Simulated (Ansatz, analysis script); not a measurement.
**NiO: spin spirals and exchange**

Wanted: E(q) and the moments of NiO along a path through the zone.

Program: Ansatz 0.2.0. Level of theory: PBE, PAW set soft_2. Results are calculated unless marked as measured.

The experiments to compare with:

“Local correlations, non-local screening, multiplets, and band formation in NiO” (2012, arxiv:1210.6675) quotes from earlier work for NiO, rock salt (NaCl structure) (bulk NiO, value quoted from literature): ordering temperature (Neel temperature) 523 K [Literature value cited from ref 1 in the introduction].

## 1. The starting structure

Symmetry: Fm-3m, No. 225, cubic system. Conventional cell: a = 4.172 Å, b = 4.172 Å, c = 4.172 Å, α = 90.00°, β = 90.00°, γ = 90.00°. Nearest to Ni lie 6 O at 2.09 Å. Nearest to O lie 6 Ni at 2.09 Å. Farther neighbours and most contacts between anions are not listed.

## 2. Starting state

The work starts on two spin channels, which tell the size of the moments.

Input file input.yaml:

```yaml
crystal:
  lattice:
    - [0.0, 2.0859016414, 2.0859016414]
    - [2.0859016414, 0.0, 2.0859016414]
    - [2.0859016414, 2.0859016414, 0.0]
  atoms:
    - { symbol: Ni, position: [0.0, 0.0, 0.0], spin: 2.0 }
    - { symbol: O, position: [0.5, 0.5, 0.5] }
magnetization:
  spin_polarized: true
kpoints:
  mp_grid: { grid: [7, 7, 7] }
hamiltonian:
  xc: pbe
scf:
  occupations: { method: fermi_dirac, width: 0.05 }
  max_iter: 120
  convergence: { dr2_threshold: 1.0e-08 }
```

On the command line:

```sh
$ ansatz run input.yaml --threads 2 --pin off --max-ram 5120MiB --backend cpu --events-out ev --progress --plain --runs-dir out
```

Numbers of over 12 decimals in the logs are rounded to 6 here.

The program printed:

```text
Engine: ansatz 0.2.0, aarch64-unknown-linux-gnu
Pseudopotentials: kind: paw
Pseudopotential: Ni, paw, valence charge 18, recommended cutoff 420 eV (normal), Ni.paw.azcp
Pseudopotential: O, paw, valence charge 6, recommended cutoff 420 eV (normal), O.paw.azcp
Functional definition: PBE
  parameter kappa = 0.804
  parameter beta = 0.066725
  exchange = pbe_x(kappa = kappa, mu = beta*pi^2/3)
  correlation = pbe_c(beta = beta)
Crystal: 2 atoms, lattice volume = 18.151 Å³
Basis set: ecut = 420 eV, 339 PW (Γ)
Bands: 17, of which v1, the nominal top of the filled ones, is band 12 counted from 1 (11 counted from 0)
Symmetry: 48 space group operations
Space group: Fm-3m (ITA 225), of the structure as read, at distance tolerance 2.6e-5 Å
Magnetic group: BNS 225.116 (UNI 1618), of the structure as read, at distance tolerance 2.6e-5 Å
k-points: 20 of 343
Non-local potential: Ni, projectors of the file, l = 0: 3, l = 1: 2, l = 2: 3, l = 3: 1
Non-local potential: O, projectors of the file, l = 0: 2, l = 1: 2, l = 2: 1
PAW form: soft (Blöchl's): semilocal exchange-correlation on the pseudo side does not see the compensation charge
PAW one-centre angular grid: Ni, 590 points (default); XC on 64 Gauss nodes
PAW one-centre angular grid: O, 110 points (default); XC on 64 Gauss nodes
Initial density: superposition of atomic densities (chi_scale 0.1, normalization cell, long waves kept (reshape's long-wave potential 0.00 eV rms))
Starting moments: Σ|m| = 2 μB on 1 of 2 sites
Initial wavefunctions: pseudopotential atomic-orbital guess
Functional: x = pbe(κ = 0.804, μ = 0.219515), c = pbe(β = 0.066725)
SCF iter   1: F=—  HF=-6404.914442 eV  |F-HF|=—  |Δ(HF+E_count)|=         —  Δρ=2.93e-1 (↑8.67e-2 ↓2.93e-1)  dr2=8.62e0  dr2_m=4.94e0  M=0.405 μB ∫|m|=0.406 μB  β_m=0.30  ethr=3.10e-3  ⟨swp⟩=5.5  Hψ=2968  notcnv=0
Mixer restart at iter 1: flushing history
preconditioner: auto → none  [metal: Δε(μ)=0.069 eV  Ē_g=14.097 eV  σ=0.050 eV  W_gap=0.31  n_scr=8 (ndim 8)  ℏωp=34.9 eV  f_vac=0.000  D(μ)=2.10/eV (n_scr^D=26)  sad-step TF]
SCF iter   2: F=—  HF=-6405.185811 eV  |F-HF|=—  |Δ(HF+E_count)|=   2.71e-1  Δρ=1.30e-1 (↑6.92e-2 ↓1.30e-1)  dr2=8.96e-1  dr2_m=1.47e0  M=0.685 μB ∫|m|=0.685 μB  β_m=0.41  ethr=3.10e-3  ⟨swp⟩=3.0  Hψ=1736  notcnv=0  defer=5
SCF iter   3: F=—  HF=-6405.582658 eV  |F-HF|=—  |Δ(HF+E_count)|=   3.97e-1  Δρ=9.50e-2 (↑3.17e-2 ↓9.50e-2)  dr2=1.10e0  dr2_m=5.46e-1  M=0.572 μB ∫|m|=0.573 μB  β_m=0.45  ethr=3.10e-3  ⟨swp⟩=2.0  Hψ=1135  notcnv=0  defer=5
SCF iter   4: F=—  HF=-6405.578526 eV  |F-HF|=—  |Δ(HF+E_count)|=   4.13e-3  Δρ=2.46e-2 (↑1.40e-2 ↓2.46e-2)  dr2=5.04e-2  dr2_m=4.09e-2  M=0.779 μB ∫|m|=0.779 μB  β_m=0.49  ethr=3.10e-3  ⟨swp⟩=2.5  Hψ=1098  notcnv=0  defer=5
SCF iter   5: F=—  HF=-6405.801994 eV  |F-HF|=—  |Δ(HF+E_count)|=         —  Δρ=9.16e-2 (↑7.67e-2 ↓9.16e-2)  dr2=5.74e-2  dr2_m=1.17e0  M=1.548 μB ∫|m|=1.549 μB  β_m=1.00  ethr=2.10e-4  ⟨swp⟩=3.0  Hψ=1460  notcnv=0  defer=5
Mixer restart at iter 5: flushing history
SCF iter   6: F=—  HF=-6405.723929 eV  |F-HF|=—  |Δ(HF+E_count)|=         —  Δρ=2.35e-2 (↑2.35e-2 ↓2.02e-2)  dr2=2.05e-1  dr2_m=6.37e-3  M=1.579 μB ∫|m|=1.582 μB  β_m=0.49  ethr=2.08e-4  ⟨swp⟩=3.0  Hψ=1531  notcnv=0  defer=5
Mixer restart at iter 6: flushing history
SCF iter   7: F=—  HF=-6405.720676 eV  |F-HF|=—  |Δ(HF+E_count)|=   3.25e-3  Δρ=4.02e-2 (↑1.12e-2 ↓4.02e-2)  dr2=2.27e-1  dr2_m=6.45e-2  M=1.726 μB ∫|m|=1.731 μB  β_m=0.38  ethr=2.08e-4  ⟨swp⟩=3.0  Hψ=1840  notcnv=0  defer=8
SCF iter   8: F=—  HF=-6405.671940 eV  |F-HF|=—  |Δ(HF+E_count)|=   4.87e-2  Δρ=1.41e-2 (↑8.22e-3 ↓1.41e-2)  dr2=6.51e-3  dr2_m=2.01e-2  M=1.679 μB ∫|m|=1.684 μB  β_m=0.33  ethr=2.08e-4  ⟨swp⟩=3.2  Hψ=1650  notcnv=0  defer=8
SCF iter   9: F=—  HF=-6405.673994 eV  |F-HF|=—  |Δ(HF+E_count)|=   2.05e-3  Δρ=9.53e-3 (↑5.17e-3 ↓9.53e-3)  dr2=2.62e-3  dr2_m=8.71e-3  M=1.701 μB ∫|m|=1.707 μB  β_m=0.32  ethr=2.71e-5  ⟨swp⟩=2.1  Hψ=1146  notcnv=0  defer=8
SCF iter  10: F=—  HF=-6405.674004 eV  |F-HF|=—  |Δ(HF+E_count)|=   9.52e-6  Δρ=4.13e-3 (↑4.13e-3 ↓3.30e-3)  dr2=1.37e-4  dr2_m=2.26e-3  M=1.740 μB ∫|m|=1.748 μB  β_m=0.74  ethr=1.09e-5  ⟨swp⟩=2.2  Hψ=1123  notcnv=0  defer=8
SCF iter  11: F=—  HF=-6405.673978 eV  |F-HF|=—  |Δ(HF+E_count)|=   2.54e-5  Δρ=1.97e-3 (↑1.04e-3 ↓1.97e-3)  dr2=1.45e-4  dr2_m=3.64e-4  M=1.774 μB ∫|m|=1.783 μB  β_m=0.75  ethr=5.71e-7  ⟨swp⟩=2.0  Hψ=1248  notcnv=0  defer=8
SCF iter  12: F=—  HF=-6405.673993 eV  |F-HF|=—  |Δ(HF+E_count)|=   1.42e-5  Δρ=9.79e-5 (↑6.98e-5 ↓9.79e-5)  dr2=2.66e-6  dr2_m=1.66e-7  M=1.768 μB ∫|m|=1.776 μB  β_m=0.87  ethr=5.71e-7  ⟨swp⟩=2.1  Hψ=1024  notcnv=0  defer=8
SCF iter  13: F=—  HF=-6405.673993 eV  |F-HF|=—  |Δ(HF+E_count)|=   5.67e-7  Δρ=3.97e-5 (↑3.97e-5 ↓2.02e-5)  dr2=1.15e-7  dr2_m=1.28e-7  M=1.768 μB ∫|m|=1.776 μB  β_m=0.94  ethr=1.11e-8  ⟨swp⟩=2.2  Hψ=947  notcnv=0  defer=8
SCF iter  14: F=—  HF=-6405.673993 eV  |F-HF|=—  |Δ(HF+E_count)|=   3.32e-8  Δρ=2.72e-6 (↑2.72e-6 ↓2.56e-6)  dr2=1.46e-9  dr2_m=7.97e-10  M=1.769 μB ∫|m|=1.777 μB  β_m=0.97  ethr=4.81e-10  ⟨swp⟩=2.0  Hψ=983  notcnv=0  defer=8
SCF iter  15: F=-6405.673993 eV  HF=-6405.673993 eV  |F-HF|=7.28e-12  |Δ(HF+E_count)|=  5.09e-10  Δρ=2.96e-7 (↑2.96e-7 ↓1.43e-7)  dr2=1.65e-11  dr2_m=3.55e-12  M=1.769 μB ∫|m|=1.777 μB  ethr=6.09e-12  ⟨swp⟩=1.4  Hψ=1889  notcnv=0
SCF 1 converged in 15 iterations: F = -6405.673993 eV  dr2 = 1.65e-11
  greatest PAW one-centre occupation: 1.002 electrons in one spin orbital (limit 2), on the Ni atom at site 0 (counted from 0), in its partial waves of l = 1
SCF converged after 15 iterations
Magnetization: 1.7686 μB (12.8843 up, 11.1157 down)
Absolute magnetization: 1.7760 μB (∫|ρ↑−ρ↓|, with the PAW one-centre terms)
Spin contamination: 0.0063 ħ² per cell (⟨S²⟩ above its minimum at these occupations)
Per-site moments (μB) at R_I (Å): [(1.426001, 0.860434), (0.286690, 0.860434)]
Free energy (F): -6405.673993 eV
Harris-Foulkes:  -6405.673993 eV  (|F-HF|=7.28e-12)
Internal energy: -6405.663854 eV  (E = F + TS)
E sigma→0 (E₀):  -6405.668923 eV
Entropy (-TS):   -0.010140 eV (-5.070 meV/atom)
Fermi energy:    14.608901 eV
--- Per-component energies (eV) ---
  E_band       = -325.364612
  E_kinetic    = 452.151021
  E_local      = -3992.732405  (includes V_loc(G=0)·N_el)
  E_nonlocal   = 692.822016
  E_hartree    = 1645.124459
  E_xc         = -156.075848
  E_vxc        = -200.222436  (∫ρ·V_xc dr)
  E_paw        = -1792.157318  (= ΣΔE_a)
  E_vpaw       = -567.634554  (= ΣTr[D̂ρ^β])
  E_aug_tail   = 0.003131  (compensation charges beyond the density's cutoff)
  E_ewald      = -3254.798910
  E_smearing   = -0.010140  (= −TS)
  E_closure    = 0.000000  (closes the sum)
  Σ components = -6405.673993   (vs F -6405.673993, Δ=0.00e0)
```

Elapsed: 1.4 s, on 2 threads of Arm Neoverse V2, shared host; peak memory 0.26 GiB; 2.1 s of CPU time.

Spin moment in the atom's sphere by atom:

| atom | spin moment in the atom's sphere (μB) |
| --- | --- |
| Ni1 | 1.43 |
| O2 | 0.29 |

Tables count atoms from 1; parts of the log count from 0.

The run ends ferromagnetic, with a net moment of 1.77 μB a cell. Only this order was typed.

## 3. Mesh refined

Levels at the Fermi energy are partly filled, so moments and energy differences can hang on the k-mesh, and the state is solved again on a denser one.

input.yaml, the sections that differ from step 2:

```yaml
crystal:
  lattice:
    - [0.0, 2.0859016414, 2.0859016414]
    - [2.0859016414, 0.0, 2.0859016414]
    - [2.0859016414, 2.0859016414, 0.0]
  atoms:
    - { symbol: Ni, position: [0.0, 0.0, 0.0], spin: 1.43 }
    - { symbol: O, position: [0.5, 0.5, 0.5] }
kpoints:
  mp_grid: { grid: [16, 16, 16] }
basis:
  ecutwfc: 420.0
checkpoint:
  read: start
  write: ck
  compress: false
  write_wavefunctions: false
  write_every: 100000
# magnetization, hamiltonian, scf: as in step 2
```

The program printed:

```text
[...]
SCF converged after 8 iterations
Magnetization: 1.7215 μB (12.8608 up, 11.1392 down)
Absolute magnetization: 1.7281 μB (∫|ρ↑−ρ↓|, with the PAW one-centre terms)
[...]
Per-site moments (μB) at R_I (Å): [(1.393111, 0.860434), (0.273346, 0.860434)]
Free energy (F): -6405.671572 eV
[...]
Internal energy: -6405.661811 eV  (E = F + TS)
E sigma→0 (E₀):  -6405.666691 eV
Entropy (-TS):   -0.009761 eV (-4.880 meV/atom)
Fermi energy:    14.548303 eV
[...]
```

It took 2.4 s on 2 threads; peak memory 0.33 GiB; 4.6 s of CPU time.

Spin moment in the atom's sphere by atom:

```
atom  spin moment in the atom's sphere (μB)
 Ni1                                   1.39
  O2                                   0.27
```

The run ends ferromagnetic, with a net moment of 1.72 μB a cell, against 1.77 μB on the first mesh.

Each spiral starts from these moments, tilted 90° from the rotation axis z (a flat spiral); sizes are free, while the program holds flat spirals in their plane. Spin–orbit coupling is switched off, so the energy does not depend on how the axis lies in the crystal. The folder named start holds the saved collinear state, from which each run begins.

## 4. q = (0, 0, 0)

The reference is the same input at q = 0, so that basis and exchange-correlation form match those at other q. Every q is chosen so that q/2 is a mesh vector: every spiral then samples the k-points of q = 0, and much mesh noise cancels.

input.yaml, the sections that differ from step 3:

```yaml
crystal:
  lattice:
    - [0.0, 2.0859016414, 2.0859016414]
    - [2.0859016414, 0.0, 2.0859016414]
    - [2.0859016414, 2.0859016414, 0.0]
  atoms:
    - { symbol: Ni, position: [0.0, 0.0, 0.0], spin: 1.39, spin_axis: [1.0, 0.0, 0.0] }
    - { symbol: O, position: [0.5, 0.5, 0.5] }
magnetization:
  noncollinear: true
  spin_spiral: { q: [0.0, 0.0, 0.0] }
checkpoint:
  read: start
# kpoints, hamiltonian, scf, basis: as in step 3
```

On the command line:

```sh
$ ansatz run input.yaml --threads 1 --pin off --max-ram 2560MiB --backend cpu --events-out ev --progress --plain --runs-dir out
```

The program printed:

```text
Warning: checkpoint.read: spin treatment differs: saved collinear, current noncollinear; the saved charge density seeds this run and the saved magnetisation is carried along the axis that this deck's starting moments share; the saved density holds an absolute magnetisation of 1.7e0 μB; saved orbitals and DFT+U occupations are not carried; the saved PAW projector densities are carried along that axis
Warning: checkpoint.read: magnetization.spin_spiral differs: saved none, current q = [0, 0, 0]; the saved state is no spin spiral's: the SCF starts from none of its orbitals and from its density, each atom's moment turned about z as a whole to its place on this deck's spiral. A spiral's own state at q: [0, 0, 0] serves better
[...]
Crystal: 2 atoms, lattice volume = 18.151 Å³
Basis set: ecut = 420 eV, 339 PW (Γ)
Bands: 32, of which v1, the nominal top of the filled ones, is band 24 counted from 1 (23 counted from 0)
Symmetry: 48 space group operations
k-points: 145 of 4096
Spin spiral: q = (0, 0, 0) of the reciprocal vectors; moments are told in the frame that turns with it, a site's in that at the site
[...]
SCF iter   2: F=-6405.671585 eV  HF=-6405.671585 eV  |F-HF|=7.00e-10  |Δ(HF+E_count)|=   2.62e-9  Δρ=4.17e-6  dr2=1.12e-9  dr2_m=7.25e-10  ethr=3.96e-11  |M|=1.72e0 ∫|m|=1.73e0 μB  |m|>n=0.0e0 m-floor=0.0e0 τ_xc=3.3e-11 mc-row=0.0e0  ⟨swp⟩=3.0  Hψ=11192  notcnv=0
SCF 1 converged in 2 iterations: F = -6405.671585 eV  dr2 = 1.12e-9
[...]
SCF converged after 2 iterations
Magnetization: |M| = 1.7215 μB,  M = (+1.7215, -0.0000, +0.0000) μB
Absolute magnetization: 1.7288 μB (∫|m|, with the PAW one-centre terms)
  site 0: m = (+1.3931, -0.0000, +0.0000) μB, |m| = 1.3931 μB  (R = 0.86 Å)
  site 1: m = (+0.2733, -0.0000, +0.0000) μB, |m| = 0.2733 μB  (R = 0.86 Å)
Free energy (F): -6405.671585 eV
[...]
Internal energy: -6405.661824 eV  (E = F + TS)
E sigma→0 (E₀):  -6405.666704 eV
Entropy (-TS):   -0.009761 eV (-4.880 meV/atom)
Fermi energy:    14.548335 eV
[...]
```

Wall time 11 s (1 thread); peak memory 0.4 GiB.

The largest moment is 1.39 μB, against 1.39 μB in the collinear run.

## 5. q = (0.125, 0, 0.125)

Only q changes. The cell stays that of the crystal, since the generalised Bloch theorem carries the rotation from cell to cell.

Changes to input.yaml since step 4:

```diff
@@ -20,3 +20,3 @@
   noncollinear: true
-  spin_spiral: { q: [0.0, 0.0, 0.0] }
+  spin_spiral: { q: [0.125, 0.0, 0.125] }
 checkpoint:
```

The program printed:

```text
[...]
Crystal: 2 atoms, lattice volume = 18.151 Å³
Basis set: ecut = 420 eV, 339 PW (Γ)
Bands: 32, of which v1, the nominal top of the filled ones, is band 24 counted from 1 (23 counted from 0)
Symmetry: 8 space group operations
k-points: 349 of 4096
[...]
SCF iter   8: F=-6405.715502 eV  HF=-6405.715502 eV  |F-HF|=1.43e-9  |Δ(HF+E_count)|=   5.11e-8  Δρ=1.04e-5  dr2=5.92e-10  dr2_m=4.66e-9  ethr=4.17e-11  |M|=1.72e0 ∫|m|=1.76e0 μB  |m|>n=0.0e0 m-floor=0.0e0 τ_xc=6.9e-3 mc-row=0.0e0  ⟨swp⟩=2.4  Hψ=38460  notcnv=0
SCF 1 converged in 8 iterations: F = -6405.715502 eV  dr2 = 5.92e-10
[...]
SCF converged after 8 iterations
Magnetization: |M| = 1.7250 μB,  M = (+1.7250, -0.0000, +0.0000) μB
Absolute magnetization: 1.7573 μB (∫|m|, with the PAW one-centre terms)
  site 0: m = (+1.4300, -0.0000, +0.0000) μB, |m| = 1.4300 μB  (R = 0.86 Å)
  site 1: m = (+0.2554, -0.0000, +0.0000) μB, |m| = 0.2554 μB  (R = 0.86 Å)
Free energy (F): -6405.715502 eV
[...]
Internal energy: -6405.708587 eV  (E = F + TS)
E sigma→0 (E₀):  -6405.712044 eV
Entropy (-TS):   -0.006915 eV (-3.457 meV/atom)
Fermi energy:    14.517437 eV
[...]
```

It took 55 s on 1 thread; peak memory 0.59 GiB.

The energy of the cell lies 43.9 meV below that at q = 0, and the largest moment is 1.43 μB against 1.39 μB.

## 6. q = (0.125, 0.125, 0.125)

Changes to input.yaml since step 5:

```diff
@@ -20,3 +20,3 @@
   noncollinear: true
-  spin_spiral: { q: [0.125, 0.0, 0.125] }
+  spin_spiral: { q: [0.125, 0.125, 0.125] }
 checkpoint:
```

The program printed:

```text
[...]
Crystal: 2 atoms, lattice volume = 18.151 Å³
Basis set: ecut = 420 eV, 339 PW (Γ)
Bands: 32, of which v1, the nominal top of the filled ones, is band 24 counted from 1 (23 counted from 0)
Symmetry: 6 space group operations
k-points: 417 of 4096
[...]
SCF iter   8: F=-6405.707509 eV  HF=-6405.707509 eV  |F-HF|=5.60e-10  |Δ(HF+E_count)|=   2.14e-7  Δρ=6.48e-6  dr2=8.76e-10  dr2_m=1.95e-9  ethr=4.17e-11  |M|=1.74e0 ∫|m|=1.77e0 μB  |m|>n=0.0e0 m-floor=0.0e0 τ_xc=1.1e-2 mc-row=0.0e0  ⟨swp⟩=3.0  Hψ=35104  notcnv=0
SCF 1 converged in 8 iterations: F = -6405.707509 eV  dr2 = 8.76e-10
[...]
SCF converged after 8 iterations
Magnetization: |M| = 1.7445 μB,  M = (+1.7445, +0.0000, +0.0000) μB
Absolute magnetization: 1.7727 μB (∫|m|, with the PAW one-centre terms)
  site 0: m = (+1.4355, +0.0000, +0.0000) μB, |m| = 1.4355 μB  (R = 0.86 Å)
  site 1: m = (+0.2651, +0.0000, +0.0000) μB, |m| = 0.2651 μB  (R = 0.86 Å)
Free energy (F): -6405.707509 eV
[...]
Internal energy: -6405.699749 eV  (E = F + TS)
E sigma→0 (E₀):  -6405.703629 eV
Entropy (-TS):   -0.007760 eV (-3.880 meV/atom)
Fermi energy:    14.526680 eV
[...]
```

It took 66 s on 1 thread; peak memory 0.66 GiB.

The energy of the cell lies 35.9 meV below that at q = 0, and the largest moment is 1.44 μB against 1.39 μB.

[end of part 1 of 2]

[Logs and program files are shortened in this print: banners, set-up blocks, solver, clock and traceback lines can be left out without a mark of their own.]

[Logs are printed without paths, hosts, clocks, repeated set-up lines and the standing remarks that a program may print on its own settings, such as how far it seeks lower states.]

[Hosts, paths, dates, database ids (printed as entryN), source tags and the programs' standing remarks are cut or masked in the printed files.]
